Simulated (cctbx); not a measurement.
# Diagnosing a refinement

Cell a = 10.3650 Å, b = 4.2220 Å, c = 10.1740 Å, α = 90.00°, β = 116.88°, γ = 90.00°; space group C2/m (no. 12).

The data are simulated with cctbx, not measured: Cu Kα, λ = 1.54184 Å, to d = 0.83 Å, 95 % of the full sphere, strongest reflection 5000 counts, noise from counting, a 6 % proportional error and a noise floor of 2 counts (s.d.); no absorption.

An anisotropic refinement with weights 1/σ² prints:

```text
Rint 0.052, 413 unique reflections to 0.83 A
cycle     R1     wR2    GooF  max shift (A)
   1  0.2448  0.5027   8.383   0.02655
   3  0.2405  0.4734   7.896   0.00035
final R1 0.2405 wR2 0.4734 GooF 7.896  parameters 24  data/parameter 17.2
atom        x        y        z      Ueq    occ   su(xyz)  su(Uiso or U11)
Er1    0.68971  0.50000  0.11611  -0.0055  1.000  0.00066  0.0029  NPD
Nd1    0.00382  0.00000  0.33268  -0.0031  1.000  0.00065  0.0035  NPD
Ge1    0.83645  0.50000  0.43795  -0.0046  1.000  0.00125  0.0061  NPD
Ge2    0.97832  0.50000  0.11986  -0.0042  1.000  0.00144  0.0056  NPD
difference map: max 75.30 min -12.14 rms 4.57
Q1    0.2278  0.5000  0.3403    4   77.44  2.39 A from Ge1
Q2    0.0063  0.0000  0.3299    4   40.17  0.05 A from Nd1
Q3    0.1896  0.0000  0.1192    4   39.73  0.03 A from Er1
Q4    0.9945  0.5000  0.1420    4   18.89  0.21 A from Ge2
Q5    0.1680  0.5000  0.5603    4   18.41  0.06 A from Ge1
Q6    0.2216  0.0000  0.8432    4   14.90  2.21 A from Nd1
```

**Question.** Can this result stand? If not, what is the likely fault?

Mend it. The fault: an atom left out, Co at (0.2702, 0, 0.6579). Against the right model at the same level, R1 goes from 0.0218 to 0.2405 and GooF from 0.94 to 7.90, U of Er1 shrinks from 0.0046 to -0.0055 Å², the top difference peak, 77.4 e/Å³, lies 2.39 Å from Ge1 and Er1, Nd1, Ge1 and Ge2 go non-positive-definite. Q1 is the missing atom. With scattering power missing, scale and phases suffer, so peaks may also grow on the heavy atoms.

The compound is NdErCoGe2. The right model at the same level gives:

```text
Rint 0.052, 413 unique reflections to 0.83 A
cycle     R1     wR2    GooF  max shift (A)
   1  0.0261  0.0676   1.136   0.00127
   2  0.0218  0.0558   0.937   0.00000
final R1 0.0218 wR2 0.0558 GooF 0.937  parameters 30  data/parameter 13.8
atom        x        y        z      Ueq    occ   su(xyz)  su(Uiso or U11)
Er1    0.68940  0.50000  0.11649   0.0046  1.000  0.00007  0.0003
Nd1    0.00395  0.00000  0.33185   0.0041  1.000  0.00006  0.0003
Ge1    0.83632  0.50000  0.43700   0.0059  1.000  0.00014  0.0006
Ge2    0.98120  0.50000  0.12233   0.0061  1.000  0.00015  0.0006
Co1    0.27007  0.00000  0.65794   0.0094  1.000  0.00021  0.0010
difference map: max 1.26 min -1.64 rms 0.34
Q1    0.1644  0.0000  0.7978    4    1.30  1.64 A from Nd1
Q2    0.2441  0.5000  0.1704    4    1.28  1.82 A from Co1
Q3    0.2424  0.0000  0.2065    4    1.23  0.83 A from Er1
Q4    0.0514  0.5000  0.2184    4    1.20  0.92 A from Ge2
Q5    0.0657  0.0000  0.9147    4    1.11  1.87 A from Er1
Q6    0.1425  0.5000  0.1855    4    1.07  1.43 A from Co1
```

Isotropic U is held between 0.0001 and 1 Å² by the program, and listed peak heights are interpolated, so they can pass the grid's maximum.

This is a model crystal, built by substitution and not relaxed, with assumed displacement parameters.

[Middle refinement cycles are left out of these outputs.]

[Logs are printed without paths, hosts, clocks, repeated set-up lines and the standing remarks that a program may print on its own settings, such as how far it seeks lower states.]
